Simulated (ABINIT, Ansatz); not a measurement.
Records of electronic-structure calculations.

### How the form of the self-energy moves the gap of Ba2IBrF2 (P4mm)

The structure is tetragonal, space group P4mm (No. 99). Conventional cell: a = 4.623 Å, b = 4.623 Å, c = 7.991 Å, α = 90.00°, β = 90.00°, γ = 90.00°. Ba has 4 F at 2.70 Å and 4 I at 3.59 Å and 2 Br at 3.89 to 4.10 Å nearest. Ba has 4 F at 2.73 Å and 4 Br at 3.50 Å and 2 I at 3.65 to 4.35 Å and 4 Ba at 4.34 Å nearest. I has 6 Ba at 3.59 to 4.35 Å nearest. Nearest to Br lie 6 Ba at 3.50 to 4.10 Å and 4 F at 3.55 Å. Nearest to F lie 4 Ba at 2.70 to 2.73 Å. Farther neighbours, and contacts between anions beyond the nearest, are not listed.

* method: RPA screening on PBEsol, plane waves, norm-conserving pseudopotentials (and 3 further levels or steps)
* program: ABINIT 10.8.3
* settings: cutoff 36 Ha, PseudoDojo scalar-relativistic 0.4.1 standard, norm-conserving, ngkpt (2, 2, 1), nband 137, ecuteps 4.2 Ha, gwcalctyp 2, nfreqre 16, nfreqim 8, inclvkb 2, freqremax 40 eV, spmeth 1, nomegasf 120, shiftk (0, 0, 0), symchi 1, awtr 1, frequency cd, 2×2×1 k-mesh
* cost: 8 runs, 6.6 min in all on 4 MPI ranks of Arm Neoverse V1, shared host
* notes: The program’s warnings: Min real frequency set to default [Ha] = and nproc spkpt=  >= nkpt= * nsppol=. The cell and positions are those that the Materials Project relaxed with its own functionals (PBE, PBE+U or r2SCAN), kept fixed. Limits: no spin-orbit coupling. The 2×2×1 mesh is coarse for this cell, which bears on the long-range parts of exchange and screening.
* G0W0, Godby-Needs plasmon pole: 6.170 eV
* G0W0, Hybertsen-Louie plasmon pole: 6.260 eV
* G0W0, Engel-Farid plasmon pole: 6.166 eV
* one-shot Hartree-Fock: 11.914 eV
* G0W0, contour deformation: 6.111 eV
* known limits: short of the basis limit; no spin-orbit coupling; coarse k mesh

G0W0, Hybertsen-Louie plasmon pole: +0.090 eV against G0W0, Godby-Needs plasmon pole. G0W0, Engel-Farid plasmon pole: −0.004 eV against G0W0, Godby-Needs plasmon pole.

[Paths, hosts, dates, memory and timing lines, banners, echoed tables and standing remarks are left out of the program output; an Ansatz launch command may be rebuilt from the run's recorded settings. Measured values are a selection of at most five: reports struck by readers or far from the other reports are left out. None is set beside runs whose start may be inverted or whose files or cutoffs have a known fault.]

[Runs of the session that timed out or met a known fault of the program may be left out.]

[Hosts, paths, dates, database ids (printed as entryN), source tags and the programs' standing remarks are cut or masked in the printed files.]

[G0W0 gaps are taken among the corrected bands and points alone; a level outside them can change the order at an edge.]

[Where Ansatz stands beside ABINIT at settings called matched, ABINIT's density can come from a denser mesh and the files from another edition; pairs whose starting gaps differed by over 0.03 eV were left out, so agreement reads better than it is.]
